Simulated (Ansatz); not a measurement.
# NO on Rh(100): change of the work function, part 5 of 5

How does NO on the top site change the work function of Rh(100) as the layer fills?

Ansatz 0.2.0; plane-wave DFT, PBE, Ansatz PAW (the session's first sound run).

So far, work function, upper face (eV): step 2 (the clean slab, PBE) 5.08; step 6 (the covered slab, k-mesh 11×11×1, coverage 1 ML, PBE) 5.07; step 8 (the 0.25 ML cell at another level of theory, cutoff 1240 eV, functional PBE, PBE norm-conserving) 4.89; step 9 (the 0.25 ML cell at another level of theory, cutoff 2100 eV, functional PBE, PBE JTH) 4.91; step 10 (the 0.25 ML cell at another level of theory, cutoff 420 eV, functional PBEsol) 4.93.

## 12. The same run with other settings

This step: plane-wave DFT, PBE, Ansatz PAW (Ansatz 0.2.0).

System of this step: NO/Rh(100). The cell holds 6 atoms: 4 Rh, 1 N and 1 O. Cell: a = 2.687 Å, b = 2.687 Å, c = 27.010 Å, α = 90.0°, β = 90.0°, γ = 90.0°. Vacuum lies along c.

An input spoilt on purpose, to show how the run answers: it repeats the earlier run at 1 ML with relax.max_displacement to 2.0, and scf.max_iter set to 75.

The input, input.yaml:

```yaml
crystal:
  lattice:
    - [2.6870057685, 0.0, 0.0]
    - [0.0, 2.6870057685, 0.0]
    - [0.0, 0.0, 27.0099412741]
  atoms:
    - { symbol: Rh, position: [0.5, 0.5, 0.3332106467] }
    - { symbol: Rh, position: [0.0, 0.0, 0.4035551166] }
    - { symbol: Rh, position: [0.5, 0.5, 0.4752767388] }
    - { symbol: Rh, position: [0.0, 0.0, 0.5442418821] }
    - { symbol: "N", position: [0.0, 0.0, 0.6231017351] }
    - { symbol: O, position: [0.0, 0.0, 0.6667893533] }
kpoints:
  mp_grid: { grid: [11, 11, 1] }
hamiltonian:
  xc: pbe
scf:
  occupations: { method: fermi_dirac, width: 0.1 }
  convergence: { dr2_threshold: 1.0e-08 }
  max_iter: 75
efield:
  axis: 3
  dipole_correction: true
  ramp_position: 0.97
  ramp_width: 0.06
relax:
  f_tol: 0.02
  max_steps: 60
  constraints: [{ sites: [0, 1] }]
  max_displacement: 2.0
output:
  bader: true
  write_potential: true
  write_density: true
  volumetric_format: npy
```

Command:

```console
> ansatz run input.yaml --threads 4 --pin off --max-ram 12288MiB --backend cpu --events-out ev --progress --plain --runs-dir out
```

Numbers of over 12 decimals in the logs are rounded to 6 here.

What it wrote:

```text
[...]
Crystal: 6 atoms, lattice volume = 195.012 Å³
Basis set: ecut = 420 eV, 3871 PW (Γ), exchange–correlation on 36×36×384 points (8 copies of the dense FFT grid, shifted against one another)
Bands: 48, of which v1, the nominal top of the filled ones, is band 40 counted from 1 (39 counted from 0)
Symmetry: 8 space group operations
[...]
k-points: 21 of 121
[...]
SCF iter   1: F=—  HF=-26558.870202 eV  |F-HF|=—  |Δ(HF+E_count)|=         —  Δρ=3.33e-2  dr2=3.34e1  ethr=1.77e-3  p=0.003 e·Å  D=2.46e-3 V/Å  ΔV_dip=-0.07 eV  dr2_dipole=1.40e1  V_vac-E_F(+/−)=4.87/4.93 eV  ⟨swp⟩=7.8  Hψ=4426  notcnv=0  defer=1
[...]
SCF iter  10: F=-26558.537063 eV  HF=-26558.537063 eV  |F-HF|=1.10e-7  |Δ(HF+E_count)|=   1.67e-7  Δρ=1.90e-6  dr2=9.48e-9  ethr=1.27e-11  p=-0.004 e·Å  D=-3.41e-3 V/Å  ΔV_dip=0.09 eV  dr2_dipole=3.32e-11  V_vac-E_F(+/−)=5.15/5.05 eV  ⟨swp⟩=9.9  Hψ=7374  notcnv=0
SCF 1 converged in 10 iterations: F = -26558.537063 eV  dr2 = 9.48e-9
[...]
relax step   1: F+E_penalty+E_count = -26558.53706328 eV  Δ(F+E_penalty+E_count) = +0.000e0 eV  max|allowed force component| = 2.624e0 eV/Å  Δτ_max = 0.0000 Å  (10 SCF iters, accepted)
[...]
SCF iter   9: F=-26558.921789 eV  HF=-26558.921789 eV  |F-HF|=1.66e-7  |Δ(HF+E_count)|=   5.64e-7  Δρ=2.20e-6  dr2=8.99e-9  ethr=1.27e-11  p=0.001 e·Å  D=1.09e-3 V/Å  ΔV_dip=-0.03 eV  dr2_dipole=1.15e-9  V_vac-E_F(+/−)=4.99/5.02 eV  ⟨swp⟩=8.5  Hψ=7901  notcnv=0
SCF 2 converged in 9 iterations: F = -26558.921789 eV  dr2 = 8.99e-9
[...]
relax step   2: F+E_penalty+E_count = -26558.92178948 eV  Δ(F+E_penalty+E_count) = -3.847e-1 eV  max|allowed force component| = 2.129e0 eV/Å  Δτ_max = 0.0986 Å  (9 SCF iters, accepted)
SCF iter   1: F=—  HF=-24913.231071 eV  |F-HF|=—  |Δ(HF+E_count)|=         —  Δρ=3.45e-1  dr2=1.07e2  ethr=3.10e-3  p=0.001 e·Å  D=1.09e-3 V/Å  ΔV_dip=-0.03 eV  dr2_dipole=1.11e0  V_vac-E_F(+/−)=4.96/4.99 eV  ⟨swp⟩=14.0  Hψ=6919  notcnv=0  defer=2
[...]
SCF iter  32: F=-24879.217062 eV  HF=-24879.217062 eV  |F-HF|=1.30e-9  |Δ(HF+E_count)|=   4.85e-9  Δρ=8.90e-7  dr2=2.10e-9  ethr=1.27e-11  p=0.131 e·Å  D=1.21e-1 V/Å  ΔV_dip=-3.28 eV  dr2_dipole=5.47e-10  V_vac-E_F(+/−)=1.64/4.92 eV  ⟨swp⟩=12.0  Hψ=7928  notcnv=0
SCF 3 converged in 32 iterations: F = -24879.217062 eV  dr2 = 2.10e-9
[...]
relax step   3: F+E_penalty+E_count = -24879.21706161 eV  Δ(F+E_penalty+E_count) = +1.680e3 eV  max|allowed force component| = 7.958e3 eV/Å  Δτ_max = 1.7469 Å  (32 SCF iters, rejected (line search))
[...]
relax step   4: F+E_penalty+E_count = -26429.81771798 eV  Δ(F+E_penalty+E_count) = +1.291e2 eV  max|allowed force component| = 6.951e2 eV/Å  Δτ_max = 0.8735 Å  (13 SCF iters, rejected (line search))
[...]
relax step   5: F+E_penalty+E_count = -26558.98812906 eV  Δ(F+E_penalty+E_count) = -6.634e-2 eV  max|allowed force component| = 2.503e0 eV/Å  Δτ_max = 0.0437 Å  (13 SCF iters, accepted)
[...]
relax step   6: F+E_penalty+E_count = -26559.07451514 eV  Δ(F+E_penalty+E_count) = -8.639e-2 eV  max|allowed force component| = 2.445e0 eV/Å  Δτ_max = 0.1767 Å  (10 SCF iters, accepted)
[...]
relax step   7: F+E_penalty+E_count = -26559.17595313 eV  Δ(F+E_penalty+E_count) = -1.014e-1 eV  max|allowed force component| = 6.564e-1 eV/Å  Δτ_max = 0.0391 Å  (9 SCF iters, accepted)
[...]
relax step   8: F+E_penalty+E_count = -26559.18403549 eV  Δ(F+E_penalty+E_count) = -8.082e-3 eV  max|allowed force component| = 4.201e-1 eV/Å  Δτ_max = 0.0386 Å  (8 SCF iters, accepted)
[...]
relax step   9: F+E_penalty+E_count = -26559.18476361 eV  Δ(F+E_penalty+E_count) = -7.281e-4 eV  max|allowed force component| = 1.097e-1 eV/Å  Δτ_max = 0.0170 Å  (7 SCF iters, accepted)
SCF iter   1: F=—  HF=-26559.186174 eV  |F-HF|=—  |Δ(HF+E_count)|=         —  Δρ=8.84e-4  dr2=1.36e-3  ethr=4.48e-5  p=-0.003 e·Å  D=-2.46e-3 V/Å  ΔV_dip=0.07 eV  dr2_dipole=3.97e-5  V_vac-E_F(+/−)=5.08/5.01 eV  ⟨swp⟩=2.0  Hψ=2010  notcnv=0  defer=3
[...]
SCF iter   7: F=-26559.185314 eV  HF=-26559.185314 eV  |F-HF|=3.29e-8  |Δ(HF+E_count)|=   2.65e-7  Δρ=8.01e-7  dr2=2.58e-9  ethr=1.27e-11  p=-0.002 e·Å  D=-2.08e-3 V/Å  ΔV_dip=0.06 eV  dr2_dipole=5.21e-11  V_vac-E_F(+/−)=5.07/5.01 eV  ⟨swp⟩=10.0  Hψ=7434  notcnv=0
SCF 10 converged in 7 iterations: F = -26559.185314 eV  dr2 = 2.58e-9
relax step  10: F+E_penalty+E_count = -26559.18531435 eV  Δ(F+E_penalty+E_count) = -5.507e-4 eV  max|allowed force component| = 1.915e-3 eV/Å  Δτ_max = 0.0073 Å  (7 SCF iters, accepted)
[...]
SCF converged after 7 iterations
Free energy (F): -26559.185314 eV
[...]
Internal energy: -26558.991140 eV  (E = F + TS)
E sigma→0 (E₀):  -26559.088227 eV
Entropy (-TS):   -0.194175 eV (-32.362 meV/atom)
Fermi energy:    3.805359 eV
Dipole field:    D = -0.002090 V/Å  (p = -0.002253 e·Å, saw-weighted, corrected)
Work function:   Φ+ = 5.0693 eV   Φ− = 5.0128 eV
[...]
--- Forces (eV/Å), atoms counted from 1 ---
  atom   1  Rh     0.00000000     0.00000000     0.29932940
  atom   2  Rh     0.00000000     0.00000000    -0.29796195
  atom   3  Rh     0.00000000     0.00000000     0.00050886
  atom   4  Rh     0.00000000     0.00000000    -0.00021607
  atom   5  N     -0.00000000     0.00000000    -0.00191476
  atom   6  O      0.00000000     0.00000000     0.00026229
  max |Σ_I F_I| component: 7.77e-6 eV/Å
--- Band table (eV; the first three rows and the last of 21) ---
  k-point 0: bands = [... 36 lower, 3.0071, 3.0857, 3.2393, 3.5273, 3.9681, 4.3115, 4.3115, 4.3797, ... 4 higher]
  k-point 1: bands = [... 36 lower, 2.7255, 3.1126, 3.5173, 3.5669, 3.7047, 4.1065, 4.2430, 4.4345, ... 4 higher]
  k-point 2: bands = [... 36 lower, 2.7806, 2.9094, 3.0672, 3.3036, 3.5092, 4.0536, 4.4878, 4.6444, ... 4 higher]
  k-point 20: bands = [... 36 lower, 4.3009, 4.3509, 4.5971, 4.6457, 4.7494, 4.7754, 5.1350, 8.0827, ... 4 higher]
--- Relaxed structure (10 steps of the walk, 8 accepted, 0 SCFs on fresh bases) ---
  F+E_penalty+E_count = -26559.18531435 eV   max|allowed force component| = 1.915e-3 eV/Å
  atoms:
    - { symbol: Rh, position: [0.500000, 0.500000, 0.333211] }
    - { symbol: Rh, position: [0.0, 0.0, 0.403555] }
    - { symbol: Rh, position: [0.500000, 0.500000, 0.473710] }
    - { symbol: Rh, position: [0, 0.0, 0.549420] }
    - { symbol: N, position: [0, 0.0, 0.615425] }
    - { symbol: O, position: [0, 0.0, 0.658640] }
--- Bader charges: 6 sites ---
  site symbol  charge [e]  shift [e]
     0     Rh     -0.0455     0.0001
     1     Rh      0.0542     0.0001
     2     Rh     -0.0498     0.0000
     3     Rh      0.2901     0.0026
     4      N      0.0955     0.0089
     5      O     -0.3445     0.0062
  estimated error of the sums over rays = 3.8e-4 e
```

Elapsed: 96 s, on 4 threads of Arm Neoverse V1, shared host; peak memory 0.57 GiB.

```tsv
quantity	this run	earlier run	difference
work function, upper face (eV)	5.069	5.069	2.1e-4
work function, lower face (eV)	5.013	5.013	-1.3e-4
dipole along the normal (e·Å)	-0.002253	-0.002239	-1.4e-5
```

Nothing in the table moves by 0.01 in its unit (for the dipole 0.5 % and 5e-5 e·Å). The run took 118 SCF cycles against 55.

The fault (relaxation steps far too long) did no harm here.

## 13. The same run with other settings

System of this step: Rh(100). The cell holds 4 atoms: 4 Rh. Its edges and angles: a = 2.687 Å, b = 2.687 Å, c = 23.700 Å, α = 90.0°, β = 90.0°, γ = 90.0°. Vacuum lies along c.

Another changed input: it repeats the earlier run at 0 ML with crystal.symmetry to detect: false and basis.ecutwfc to 350 eV.

The input, input.yaml:

```yaml
crystal:
  lattice:
    - [2.6870057685, 0.0, 0.0]
    - [0.0, 2.6870057685, 0.0]
    - [0.0, 0.0, 23.7]
  atoms:
    - { symbol: Rh, position: [0.5, 0.5, 0.3797468354] }
    - { symbol: Rh, position: [0.0, 0.0, 0.4599156118] }
    - { symbol: Rh, position: [0.5, 0.5, 0.5400843882] }
    - { symbol: Rh, position: [0.0, 0.0, 0.6202531646] }
  symmetry: { detect: false }
kpoints:
  mp_grid: { grid: [11, 11, 1] }
hamiltonian:
  xc: pbe
scf:
  occupations: { method: fermi_dirac, width: 0.1 }
  convergence: { dr2_threshold: 1.0e-08 }
efield:
  axis: 3
  dipole_correction: true
  ramp_position: 0.97
  ramp_width: 0.06
relax:
  f_tol: 0.02
  max_steps: 60
  constraints: [{ sites: [0, 1] }]
output:
  write_potential: true
  write_density: true
  volumetric_format: npy
basis:
  ecutwfc: "350 eV"
```

What it wrote:

```text
Warning: basis.ecutwfc = 350 eV is below the records' recommended 420 eV, and the density's cutoff is lower with it unless basis.ecutrho_ratio is high enough to keep the records' density cutoff: compare with a run at a higher cutoff
[...]
the start keeps a symmetry that the run doesn't impose, so 2 atoms are moved at random by 1.00e-2 Å, to let the relaxation leave a saddle point. relax.escape_saddle: false keeps them in place
[...]
Crystal: 4 atoms, lattice volume = 171.114 Å³
Basis set: ecut = 350 eV, 2489 PW (Γ), exchange–correlation on 36×36×300 points (8 copies of the dense FFT grid, shifted against one another)
Bands: 41, of which v1, the nominal top of the filled ones, is band 34 counted from 1 (33 counted from 0)
Symmetry: 1 space group operations
k-points: 61 of 121 (time reversal used)
[...]
SCF iter   1: F=—  HF=-25609.419388 eV  |F-HF|=—  |Δ(HF+E_count)|=         —  Δρ=5.45e-3  dr2=1.88e-1  ethr=1.77e-3  p=-0.000 e·Å  D=-1.17e-4 V/Å  ΔV_dip=0.00 eV  dr2_dipole=1.90e-7  V_vac-E_F(+/−)=4.75/4.75 eV  ⟨swp⟩=8.5  Hψ=11762  notcnv=0
[...]
SCF iter   9: F=-25609.412102 eV  HF=-25609.412102 eV  |F-HF|=1.50e-8  |Δ(HF+E_count)|=   2.53e-8  Δρ=1.82e-6  dr2=5.91e-9  ethr=1.47e-11  p=-0.000 e·Å  D=-7.50e-6 V/Å  ΔV_dip=0.00 eV  dr2_dipole=4.24e-11  V_vac-E_F(+/−)=5.07/5.07 eV  ⟨swp⟩=10.3  Hψ=18480  notcnv=0
SCF 1 converged in 9 iterations: F = -25609.412102 eV  dr2 = 5.91e-9
[...]
relax step   1: F+E_penalty+E_count = -25609.41210191 eV  Δ(F+E_penalty+E_count) = +0.000e0 eV  max|allowed force component| = 4.356e-1 eV/Å  Δτ_max = 0.0000 Å  (9 SCF iters, accepted)
[...]
SCF iter   8: F=-25609.420347 eV  HF=-25609.420347 eV  |F-HF|=1.71e-9  |Δ(HF+E_count)|=   4.84e-8  Δρ=8.46e-7  dr2=2.11e-9  ethr=1.47e-11  p=-0.000 e·Å  D=-6.63e-5 V/Å  ΔV_dip=0.00 eV  dr2_dipole=6.78e-10  V_vac-E_F(+/−)=5.08/5.08 eV  ⟨swp⟩=10.1  Hψ=17920  notcnv=0
SCF 2 converged in 8 iterations: F = -25609.420347 eV  dr2 = 2.11e-9
[...]
relax step   2: F+E_penalty+E_count = -25609.42034725 eV  Δ(F+E_penalty+E_count) = -8.245e-3 eV  max|allowed force component| = 6.540e-2 eV/Å  Δτ_max = 0.0385 Å  (8 SCF iters, accepted)
SCF iter   1: F=—  HF=-25609.420647 eV  |F-HF|=—  |Δ(HF+E_count)|=         —  Δρ=4.58e-4  dr2=1.41e-3  ethr=2.74e-6  p=-0.000 e·Å  D=-6.64e-5 V/Å  ΔV_dip=0.00 eV  dr2_dipole=4.01e-4  V_vac-E_F(+/−)=5.08/5.08 eV  ⟨swp⟩=2.3  Hψ=5019  notcnv=0  defer=10
[...]
SCF iter   7: F=-25609.420554 eV  HF=-25609.420554 eV  |F-HF|=5.17e-10  |Δ(HF+E_count)|=   8.50e-8  Δρ=7.06e-7  dr2=1.14e-9  ethr=1.47e-11  p=-0.000 e·Å  D=-4.10e-5 V/Å  ΔV_dip=0.00 eV  dr2_dipole=1.89e-11  V_vac-E_F(+/−)=5.08/5.08 eV  ⟨swp⟩=9.8  Hψ=17118  notcnv=0
SCF 3 converged in 7 iterations: F = -25609.420554 eV  dr2 = 1.14e-9
relax step   3: F+E_penalty+E_count = -25609.42055416 eV  Δ(F+E_penalty+E_count) = -2.069e-4 eV  max|allowed force component| = 3.969e-3 eV/Å  Δτ_max = 0.0046 Å  (7 SCF iters, accepted)
[...]
WARN: the relaxation ended near the 8 symmetry operations of its rattled start. A stable structure does so, and so can a saddle point along a move or strain that wasn't checked. `relax.random_displacement` or `relax.escape_saddle: true` tries the moves, and a distorted `crystal.lattice` a strain
SCF converged after 7 iterations
Free energy (F): -25609.420554 eV
[...]
Internal energy: -25609.177359 eV  (E = F + TS)
E sigma→0 (E₀):  -25609.298957 eV
Entropy (-TS):   -0.243195 eV (-60.799 meV/atom)
Fermi energy:    3.753315 eV
Dipole field:    D = -0.000035 V/Å  (p = -0.000033 e·Å, saw-weighted, corrected)
Work function:   Φ+ = 5.0811 eV   Φ− = 5.0802 eV
[...]
--- Forces (eV/Å), atoms counted from 1 ---
  atom   1  Rh     0.00000427    -0.00000190     0.26396647
  atom   2  Rh     0.00008512    -0.00003328    -0.25898925
  atom   3  Rh    -0.00012354     0.00003187    -0.00099851
  atom   4  Rh     0.00003339     0.00000806    -0.00396924
  max |Σ_I F_I| component: 9.47e-6 eV/Å
--- Band table (eV; the first three rows and the last of 61) ---
  k-point 0: bands = [... 30 lower, 2.6739, 3.0220, 3.5394, 3.6269, 3.6269, 4.2147, 4.3937, 4.5101, ... 3 higher]
  k-point 1: bands = [... 30 lower, 2.9944, 3.0537, 3.1332, 3.1348, 3.8925, 3.9016, 4.0219, 4.2754, ... 3 higher]
  k-point 2: bands = [... 30 lower, 2.6364, 2.8039, 2.8745, 2.8898, 3.7544, 3.7863, 4.0892, 4.2605, ... 3 higher]
  k-point 60: bands = [... 30 lower, 2.7976, 3.0016, 3.7390, 3.8227, 4.0513, 4.0657, 5.7700, 5.9351, ... 3 higher]
--- Relaxed structure (3 steps of the walk, 3 accepted, 0 SCFs on fresh bases) ---
  F+E_penalty+E_count = -25609.42055416 eV   max|allowed force component| = 3.969e-3 eV/Å
  atoms:
    - { symbol: Rh, position: [0.500000, 0.500000, 0.3797468354] }
    - { symbol: Rh, position: [0.0, 0.0, 0.4599156118] }
    - { symbol: Rh, position: [0.500010, 0.499996, 0.541667] }
    - { symbol: Rh, position: [6.114173078354231e-6, -4.1576041659874155e-6, 0.620294] }
```

Elapsed: 30 s, on 4 threads; peak memory 0.55 GiB.

```tsv
quantity	this run	earlier run	difference
work function, upper face (eV)	5.081	5.082	-4.5e-4
```

Nothing in the table moves by 0.01 in its unit.

The change did no harm here.

## 14. Summary of results

```json
{
  "work function of the clean face": "5.08 eV",
  "work function at 0.11 ML": "4.96 eV",
  "work function at 0.25 ML": "4.89 eV",
  "work function at 0.5 ML": "4.94 eV",
  "work function at 1 ML": "5.07 eV",
  "dipole per adsorbate at 0.11 ML, positive end outwards": "0.22 D"
}
```

In words: At the lowest coverage NO changes the work function of Rh(100) by under 0.15 eV, within the error of so thin a slab; the largest change, -0.19 eV, comes at higher coverage. The slab has 4 layers, at the tabulated experimental lattice constant, one starting site was run, and quantum-size effects of a slab this thin can reach one or two tenths of an eV. The main runs have no spin polarisation; a magnetic state could lie lower and would change these results.

[Logs are printed without paths, hosts, clocks, repeated set-up lines and the standing remarks that a program may print on its own settings, such as how far it seeks lower states.]

[Hosts, paths, dates, database ids (printed as entryN), source tags and the programs' standing remarks are cut or masked in the printed files.]

[Maps of the electrostatic potential energy from Ansatz leave out the sawtooth potential of an applied field or a dipole correction, so their vacuum need not be flat; planar profiles and work functions include it.]
